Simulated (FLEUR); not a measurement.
# Magnetic state of NiO from several starts

Aim: find out whether NiO carries moments, and which collinear order costs least.

Main program and level: FLEUR MaX-R8.1; LDA (VWN) with U = 6 eV on Ni d; all-electron FLAPW, Dirac cores, scalar-relativistic bands.

This is a report of a sequence of runs, with most program output left out.

**1. The structure**

It takes space group Fm-3m (No. 225, cubic). The conventional cell has a = 4.172 Å, b = 4.172 Å, c = 4.172 Å, α = 90.00°, β = 90.00°, γ = 90.00°. Nearest to Ni lie 6 O at 2.09 Å. Nearest to O lie 6 Ni at 2.09 Å. Farther neighbours and most contacts between anions are not listed.

As a file:

```cif
data_structure
_symmetry_space_group_name_H-M 'P 1'
_symmetry_Int_Tables_number 1
_cell_length_a 2.9499
_cell_length_b 2.9499
_cell_length_c 2.9499
_cell_angle_alpha 60.000
_cell_angle_beta 60.000
_cell_angle_gamma 60.000
_cell_volume 18.15
loop_
_atom_site_label
_atom_site_type_symbol
_atom_site_fract_x
_atom_site_fract_y
_atom_site_fract_z
_atom_site_occupancy
Ni1 Ni 0.00000 0.00000 0.00000 1
O2 O 0.50000 0.50000 0.50000 1
```

**2. Run 1 (ferro +)**

The parallel start comes first: it shows whether parallel moments hold. The U counters the self-interaction that shrinks the moments of a localised shell.

inpgen writes inp.xml from crystal.txt; cutoffs, mixing, functional, smearing and local orbitals are then set in the file. The k list default-1 (kpts.xml, not shown) is a Γ-centred 8×8×8 mesh; where the ranks do not divide the number of points, some are split in two of half the weight.

inp.xml reads:

```
<?xml version="1.0" encoding="UTF-8" standalone="no"?>
<fleurInput fleurInputVersion="0.39">
   <comment>
      NiO
   </comment>
   <calculationSetup>
      <cutoffs Kmax="4.32" Gmax="13.0" GmaxXC="13.0" numbands="0"/>
      <scfLoop itmax="130" minDistance="0.0001" maxIterBroyd="15" imix="Anderson" alpha="0.05" precondParam="0.0" spinf="2.0" sdNocoIR="T"/>
      <coreElectrons ctail="T" frcor="F" kcrel="0" coretail_lmax="0"/>
      <xcFunctional name="vwn" relativisticCorrections="F"/>
      <magnetism jspins="2"/>
      <soc l_soc="F" theta="0.0" phi="0.0" spav="F"/>
      <expertModes spex="0" secvar="F"/>
      <geometryOptimization l_f="F" forcealpha="1.0" forcemix="BFGS" epsdisp="0.00001" epsforce="0.00001"/>
      <ldaU l_linMix="F" mixParam="0.05" spinf="1.0"/>
   </calculationSetup>
   <cell>
      <bzIntegration valenceElectrons="24.0" mode="hist" fermiSmearingEnergy="0.00183747">
         <kPointListSelection listName="default-1"/>
         <xi:include xmlns:xi="http://www.w3.org/2001/XInclude" href="kpts.xml"> </xi:include>
      </bzIntegration>
      <xi:include xmlns:xi="http://www.w3.org/2001/XInclude" href="sym.xml"> </xi:include>
      <bulkLattice scale="1.0">
         <bravaisMatrix>
            <row-1>    0.0000000000000000     3.9417828250996005     3.9417828250996005</row-1>
            <row-2>    3.9417828250996005     0.0000000000000000     3.9417828250996005</row-2>
            <row-3>    3.9417828250996005     3.9417828250996005     0.0000000000000000</row-3>
         </bravaisMatrix>
      </bulkLattice>
   </cell>
   <atomSpecies>
      <species name="Nickel (Ni2.000" element="Ni" atomicNumber="28">
         <mtSphere radius="2.46" gridPoints="813" logIncrement="0.015"/>
         <atomicCutoffs lmax="10" lnonsphr="8"/>
         <electronConfig flipSpins="F">
            <coreConfig>(1s1/2) (2s1/2) (2p1/2) (2p3/2)</coreConfig>
            <valenceConfig>(3s1/2) (3p1/2) (3p3/2) (4s1/2) (3d3/2) (3d5/2)</valenceConfig>
            <stateOccupation state="(3d3/2)" spinUp="2.0" spinDown="1.2"/>
            <stateOccupation state="(3d5/2)" spinUp="3.0" spinDown="1.8"/>
         </electronConfig>
         <energyParameters s="4" p="4" d="3" f="4"/>
         <ldaU l="2" U="6.0" J="0.0" l_amf="F"/>
         <lo type="SCLO" l="0" n="3" eDeriv="0"/>
         <lo type="SCLO" l="1" n="3" eDeriv="0"/>
      </species>
      <species name="Oxygen (O)" element="O" atomicNumber="8">
         <mtSphere radius="1.39" gridPoints="461" logIncrement="0.023"/>
         <atomicCutoffs lmax="6" lnonsphr="4"/>
         <electronConfig flipSpins="F">
            <coreConfig>(1s1/2)</coreConfig>
            <valenceConfig>(2s1/2) (2p1/2) (2p3/2)</valenceConfig>
            <stateOccupation state="(2p1/2)" spinUp="0.666667" spinDown="0.666667"/>
            <stateOccupation state="(2p3/2)" spinUp="1.333333" spinDown="1.333333"/>
         </electronConfig>
         <energyParameters s="2" p="2" d="3" f="4"/>
      </species>
   </atomSpecies>
   <atomGroups>
      <atomGroup species="Nickel (Ni2.000">
         <relPos label="                   1">.0000000000 .0000000000 .0000000000</relPos>
         <force calculate="T" relaxXYZ="TTT"/>
      </atomGroup>
      <atomGroup species="Oxygen (O)">
         <relPos label="                   2">1.000/2.000 1.000/2.000 1.000/2.000</relPos>
         <force calculate="T" relaxXYZ="TTT"/>
      </atomGroup>
   </atomGroups>
   <output dos="F" band="F" slice="F">
      <bandDOS minEnergy="-.5*Htr" maxEnergy="0.5*Htr" sigma="0.015" storeEVData="T"/>
      <plotting iplot="0" polar="F">
         <plot TwoD="T" vec1="  1.0  0.0  0.0" vec2="  0.0  1.0  0.0" vec3="  0.0  0.0  1.0" zero="  0.0  0.0  0.0" file="plot"/>
      </plotting>
      <moessbauerParams electricFieldGradient="F" isomerShift="F" coreHyperfine="F" valenceHyperfine="F"/>
   </output>
</fleurInput>
```

crystal.txt reads:

```
NiO
&input film=F cartesian=F /
0.00000000000  2.08590164140  2.08590164140
2.08590164140  0.00000000000  2.08590164140
2.08590164140  2.08590164140  0.00000000000
1.8897261246
1.0 1.0 1.0

2
28 0.00000000000  0.00000000000  0.00000000000 : 2.000
8 0.50000000000  0.50000000000  0.50000000000

&kpt div1=8 div2=8 div3=8 gamma=T /
```

The run is started by

```bash
$ OMP_NUM_THREADS=1 inpgen -f crystal.txt > inpgen.log  # inp.xml is then edited as shown
$ OMP_NUM_THREADS=1 mpirun -n 4 fleur_MPI > fleur.log
```

Wall time 13 s (4 MPI ranks of Intel Xeon Platinum 8259CL at 2.50GHz (Skylake/Cascade Lake), shared host); peak memory 0.23 GiB; 52 s of CPU time.

Numbers from this step:

```yaml
free_energy: -43350.8631 eV
program_s_band_gap_on_this_mesh_in_a_metal_only_a_level_spacing: 1.734 eV
magnetization: 2 μB
final_state: ferromagnetic
largest_moment: 1.754 μB
```

After 18 cycles the largest moment stands at 1.75 μB.

**3. Order 2, typed as antiferro q=(0,1/2,1/2) +-**

Another pattern of signs weighs the neighbour shells otherwise.

The cell is doubled to 4 atoms to hold this order. The mesh is halved along the doubled vector, so that both cells sample the same points. The k list default-1 (kpts.xml, not shown) is a Γ-centred 8×4×8 mesh.

inp.xml, as its differences from that of step 2:

```diff
@@ -17,3 +17,3 @@
    <cell>
-      <bzIntegration valenceElectrons="24.0" mode="hist" fermiSmearingEnergy="0.00183747">
+      <bzIntegration valenceElectrons="48.0" mode="hist" fermiSmearingEnergy="0.00183747">
          <kPointListSelection listName="default-1"/>
@@ -25,4 +25,4 @@
             <row-1>    0.0000000000000000     3.9417828250996005     3.9417828250996005</row-1>
-            <row-2>    3.9417828250996005     0.0000000000000000     3.9417828250996005</row-2>
-            <row-3>    3.9417828250996005     3.9417828250996005     0.0000000000000000</row-3>
+            <row-2>    7.8835656501992011     0.0000000000000000     7.8835656501992011</row-2>
+            <row-3>    7.8835656501992011     3.9417828250996005     3.9417828250996005</row-3>
          </bravaisMatrix>
@@ -39,2 +39,16 @@
             <stateOccupation state="(3d5/2)" spinUp="3.0" spinDown="1.8"/>
+         </electronConfig>
+         <energyParameters s="4" p="4" d="3" f="4"/>
+         <ldaU l="2" U="6.0" J="0.0" l_amf="F"/>
+         <lo type="SCLO" l="0" n="3" eDeriv="0"/>
+         <lo type="SCLO" l="1" n="3" eDeriv="0"/>
+      </species>
+      <species name="Nickel (Ni-2.000" element="Ni" atomicNumber="28">
+         <mtSphere radius="2.46" gridPoints="813" logIncrement="0.015"/>
+         <atomicCutoffs lmax="10" lnonsphr="8"/>
+         <electronConfig flipSpins="F">
+            <coreConfig>(1s1/2) (2s1/2) (2p1/2) (2p3/2)</coreConfig>
+            <valenceConfig>(3s1/2) (3p1/2) (3p3/2) (4s1/2) (3d3/2) (3d5/2)</valenceConfig>
+            <stateOccupation state="(3d3/2)" spinUp="1.2" spinDown="2.0"/>
+            <stateOccupation state="(3d5/2)" spinUp="1.8" spinDown="3.0"/>
          </electronConfig>
@@ -62,4 +76,12 @@
       </atomGroup>
+      <atomGroup species="Nickel (Ni-2.000">
+         <relPos label="                   2">.0000000000 1.000/2.000 .0000000000</relPos>
+         <force calculate="T" relaxXYZ="TTT"/>
+      </atomGroup>
       <atomGroup species="Oxygen (O)">
-         <relPos label="                   2">1.000/2.000 1.000/2.000 1.000/2.000</relPos>
+         <relPos label="                   3">1.000/2.000 .0000000000 1.000/2.000</relPos>
+         <force calculate="T" relaxXYZ="TTT"/>
+      </atomGroup>
+      <atomGroup species="Oxygen (O)">
+         <relPos label="                   4">1.000/2.000 1.000/2.000 1.000/2.000</relPos>
          <force calculate="T" relaxXYZ="TTT"/>
```

crystal.txt reads:

```
NiO
&input film=F cartesian=F /
0.00000000000  2.08590164140  2.08590164140
4.17180328280  0.00000000000  4.17180328280
4.17180328280  2.08590164140  2.08590164140
1.8897261246
1.0 1.0 1.0

4
28 0.00000000000  0.00000000000  0.00000000000 : 2.000
28 0.00000000000  0.50000000000  0.00000000000 : -2.000
8 0.50000000000  0.00000000000  0.50000000000
8 0.50000000000  0.50000000000  0.50000000000

&kpt div1=8 div2=4 div3=8 gamma=T /
```

Run time: 92 s. Hardware: 4 MPI ranks; peak memory 0.42 GiB; 6.1 min of CPU time.

Spin moment in the muffin-tin sphere by atom:

```csv
atom,spin moment in the muffin-tin sphere (μB)
Ni1,1.77
Ni2,-1.77
O3,-0.07
O4,0.07
```

This step gave:

| Quantity | Value |
| --- | --- |
| free energy | -86701.6939 eV |
| program's band gap on this mesh (in a metal only a level spacing) | 1.799 eV |
| magnetization | 0 μB |
| final state | antiferromagnetic |

It lies 16.2 meV a seeded atom over the first start, and its largest moment is 1.77 μB against 1.75 μB.

**4. Run 3 (antiferro q=(0,0,1/2) +-)**

Reversing part of the moments tests the sign of the couplings between them.

This order needs a doubled cell of 4 atoms. The mesh is halved along the doubled vector, so that both cells sample the same points. The k list default-1 (kpts.xml, not shown) is a Γ-centred 8×8×4 mesh.

inp.xml, as its differences from that of step 3:

```diff
@@ -25,4 +25,4 @@
             <row-1>    0.0000000000000000     3.9417828250996005     3.9417828250996005</row-1>
-            <row-2>    7.8835656501992011     0.0000000000000000     7.8835656501992011</row-2>
-            <row-3>    7.8835656501992011     3.9417828250996005     3.9417828250996005</row-3>
+            <row-2>    3.9417828250996005     0.0000000000000000     3.9417828250996005</row-2>
+            <row-3>    7.8835656501992011     7.8835656501992011     0.0000000000000000</row-3>
          </bravaisMatrix>
@@ -77,3 +77,3 @@
       <atomGroup species="Nickel (Ni-2.000">
-         <relPos label="                   2">.0000000000 1.000/2.000 .0000000000</relPos>
+         <relPos label="                   2">.0000000000 .0000000000 1.000/2.000</relPos>
          <force calculate="T" relaxXYZ="TTT"/>
@@ -81,7 +81,4 @@
       <atomGroup species="Oxygen (O)">
-         <relPos label="                   3">1.000/2.000 .0000000000 1.000/2.000</relPos>
-         <force calculate="T" relaxXYZ="TTT"/>
-      </atomGroup>
-      <atomGroup species="Oxygen (O)">
-         <relPos label="                   4">1.000/2.000 1.000/2.000 1.000/2.000</relPos>
+         <relPos label="                   3">1.000/2.000 1.000/2.000 1.000/4.000</relPos>
+         <relPos label="                   4">1.000/2.000 1.000/2.000 -1.000/4.000</relPos>
          <force calculate="T" relaxXYZ="TTT"/>
```

crystal.txt reads:

```
NiO
&input film=F cartesian=F /
0.00000000000  2.08590164140  2.08590164140
2.08590164140  0.00000000000  2.08590164140
4.17180328280  4.17180328280  0.00000000000
1.8897261246
1.0 1.0 1.0

4
28 0.00000000000  0.00000000000  0.00000000000 : 2.000
28 0.00000000000  0.00000000000  0.50000000000 : -2.000
8 0.50000000000  0.50000000000  0.25000000000
8 0.50000000000  0.50000000000  0.75000000000

&kpt div1=8 div2=8 div3=4 gamma=T /
```

Wall time 83 s (4 MPI ranks); peak memory 0.38 GiB; 5.5 min of CPU time.

Spin moment in the muffin-tin sphere by atom:

```
atom  spin moment in the muffin-tin sphere (μB)
 Ni1                                       1.65
 Ni2                                      -1.65
  O3                                       0.00
  O4                                       0.00
```

Read from the output:

```yaml
free_energy: -86701.9448 eV
program_s_band_gap_on_this_mesh_in_a_metal_only_a_level_spacing: 3.072 eV
magnetization: 0 μB
final_state: antiferromagnetic
```

It lies 109 meV a seeded atom under the first start, and its largest moment is 1.65 μB against 1.75 μB.

**5. An attempt with other settings**

An input with a fault is tried, to see how the program answers.

inp.xml, as its differences from that of step 2:

```diff
@@ -7,3 +7,3 @@
       <cutoffs Kmax="4.32" Gmax="13.0" GmaxXC="13.0" numbands="0"/>
-      <scfLoop itmax="130" minDistance="0.0001" maxIterBroyd="15" imix="Anderson" alpha="0.05" precondParam="0.0" spinf="2.0" sdNocoIR="T"/>
+      <scfLoop itmax="60" minDistance="0.0001" maxIterBroyd="15" imix="straight" alpha="0.6" precondParam="0.0" spinf="2.0" sdNocoIR="T"/>
       <coreElectrons ctail="T" frcor="F" kcrel="0" coretail_lmax="0"/>
```

crystal.txt is that of step 2.

Elapsed: 9 s, on 4 MPI ranks; peak memory 0.23 GiB.

The run ended with an error.

The program's message: “differ 2: problems with solving dirac equation”

The fault in the input: linear mixing far too strong.

After 8 cycles the density distance stands at 1203 me/bohr³, far over its least value of 29: the cycles have run away.

Taking so much of each new density makes the cycles overshoot; a small alpha with Anderson mixing is the cure.

**6. Energies of the orders**

Free energies are divided by the number of seeded atoms, so that cells of unlike size compare. Wavevectors q in the names are fractions of the primitive cell's reciprocal vectors.

Orders:

```
                     start        final state  typed order kept  energy over the lowest (meV a seeded atom)  largest sphere moment (μB)  net moment (μB a primitive cell)  mesh matched  CPU time (s)
                   ferro +      ferromagnetic               yes                                       109.3                       1.754                                 2           yes         51.97
antiferro q=(0,1/2,1/2) +-  antiferromagnetic               yes                                       125.5                       1.768                                 0           yes         367.9
  antiferro q=(0,0,1/2) +-  antiferromagnetic               yes                                           0                       1.648                                 0           yes         329.6
```

**7. Spin–orbit coupling, moments along [001]**

Spin–orbit coupling ties the spins to the lattice and lets orbital moments form.

A new self-consistent run of the start antiferro q=(0,0,1/2) +-, with the moments along z.

inp.xml, as its differences from that of step 2:

```diff
@@ -6,3 +6,3 @@
    <calculationSetup>
-      <cutoffs Kmax="4.32" Gmax="13.0" GmaxXC="13.0" numbands="0"/>
+      <cutoffs Kmax="4.32" Gmax="13.0" GmaxXC="13.0" numbands="128"/>
       <scfLoop itmax="130" minDistance="0.0001" maxIterBroyd="15" imix="Anderson" alpha="0.05" precondParam="0.0" spinf="2.0" sdNocoIR="T"/>
@@ -11,3 +11,3 @@
       <magnetism jspins="2"/>
-      <soc l_soc="F" theta="0.0" phi="0.0" spav="F"/>
+      <soc l_soc="T" theta="0.0" phi="0.0" spav="F"/>
       <expertModes spex="0" secvar="F"/>
@@ -17,3 +17,3 @@
    <cell>
-      <bzIntegration valenceElectrons="24.0" mode="hist" fermiSmearingEnergy="0.00183747">
+      <bzIntegration valenceElectrons="48.0" mode="hist" fermiSmearingEnergy="0.00183747">
          <kPointListSelection listName="default-1"/>
@@ -26,3 +26,3 @@
             <row-2>    3.9417828250996005     0.0000000000000000     3.9417828250996005</row-2>
-            <row-3>    3.9417828250996005     3.9417828250996005     0.0000000000000000</row-3>
+            <row-3>    7.8835656501992011     7.8835656501992011     0.0000000000000000</row-3>
          </bravaisMatrix>
@@ -39,2 +39,16 @@
             <stateOccupation state="(3d5/2)" spinUp="3.0" spinDown="1.8"/>
+         </electronConfig>
+         <energyParameters s="4" p="4" d="3" f="4"/>
+         <ldaU l="2" U="6.0" J="0.0" l_amf="F"/>
+         <lo type="SCLO" l="0" n="3" eDeriv="0"/>
+         <lo type="SCLO" l="1" n="3" eDeriv="0"/>
+      </species>
+      <species name="Nickel (Ni-2.000" element="Ni" atomicNumber="28">
+         <mtSphere radius="2.46" gridPoints="813" logIncrement="0.015"/>
+         <atomicCutoffs lmax="10" lnonsphr="8"/>
+         <electronConfig flipSpins="F">
+            <coreConfig>(1s1/2) (2s1/2) (2p1/2) (2p3/2)</coreConfig>
+            <valenceConfig>(3s1/2) (3p1/2) (3p3/2) (4s1/2) (3d3/2) (3d5/2)</valenceConfig>
+            <stateOccupation state="(3d3/2)" spinUp="1.2" spinDown="2.0"/>
+            <stateOccupation state="(3d5/2)" spinUp="1.8" spinDown="3.0"/>
          </electronConfig>
@@ -62,4 +76,9 @@
       </atomGroup>
+      <atomGroup species="Nickel (Ni-2.000">
+         <relPos label="                   2">.0000000000 .0000000000 1.000/2.000</relPos>
+         <force calculate="T" relaxXYZ="TTT"/>
+      </atomGroup>
       <atomGroup species="Oxygen (O)">
-         <relPos label="                   2">1.000/2.000 1.000/2.000 1.000/2.000</relPos>
+         <relPos label="                   3">1.000/2.000 1.000/2.000 1.000/4.000</relPos>
+         <relPos label="                   4">1.000/2.000 1.000/2.000 -1.000/4.000</relPos>
          <force calculate="T" relaxXYZ="TTT"/>
```

crystal.txt reads:

```
NiO
&input film=F cartesian=F /
0.00000000000  2.08590164140  2.08590164140
2.08590164140  0.00000000000  2.08590164140
4.17180328280  4.17180328280  0.00000000000
1.8897261246
1.0 1.0 1.0

4
28 0.00000000000  0.00000000000  0.00000000000 : 2.000
28 0.00000000000  0.00000000000  0.50000000000 : -2.000
8 0.50000000000  0.50000000000  0.25000000000
8 0.50000000000  0.50000000000  0.75000000000

&soc 0.0000000 0.0000000 /
&kpt div1=8 div2=8 div3=4 gamma=T /
```

Run time: 15 min. Hardware: 4 MPI ranks; peak memory 0.86 GiB; 59 min of CPU time.

Spin moment in the muffin-tin sphere by atom:

```csv
atom,spin moment in the muffin-tin sphere (μB)
Ni1,1.65
Ni2,-1.65
O3,0.00
O4,0.00
```

This step gave:

| Property | Result |
| --- | --- |
| free energy | -86701.9952 eV |
| program's band gap on this mesh (in a metal only a level spacing) | 3.066 eV |
| magnetization | 0 μB |
| final state | antiferromagnetic |
| orbital moment along the spin | 0.2491 μB |

Orbital moment in the sphere, along the spin axis by atom:

```csv
atom,"orbital moment in the sphere, along the spin axis (μB)"
Ni1,0.249
Ni2,-0.249
O3,0.000
O4,0.000
```

**8. Outcome**

```yaml
lowest_state_found: antiferromagnetic (typed antiferro q=(0,0,1/2) +-)
largest_site_spin_moment: 1.65 μB
next_finished_state: ferromagnetic, 109 meV a seeded atom higher
orbital_moment_on_the_atom_of_largest_spin_along_its_spin_spin_orbit_run: 0.249 μB
```

What this shows: The lowest state found is antiferromagnetic, reached from the start antiferro q=(0,0,1/2) +-, with moments up to 1.65 μB. The next finished state costs 109 meV a seeded atom. The orbital moment is parallel to the spin, as Hund's third rule has it for a shell over half filled. Only 3 starts were tried; other patterns of signs, canted and longer-period orders were not.

[Logs and program files are shortened in this print: banners, set-up blocks, solver, clock and traceback lines can be left out without a mark of their own.]

[Logs are printed without paths, hosts, clocks, repeated set-up lines and the standing remarks that a program may print on its own settings, such as how far it seeks lower states.]

[Hosts, paths, dates, database ids (printed as entryN), source tags and the programs' standing remarks are cut or masked in the printed files.]

[Where a cell is said to come from a database of computed structures, the database is the Materials Project.]
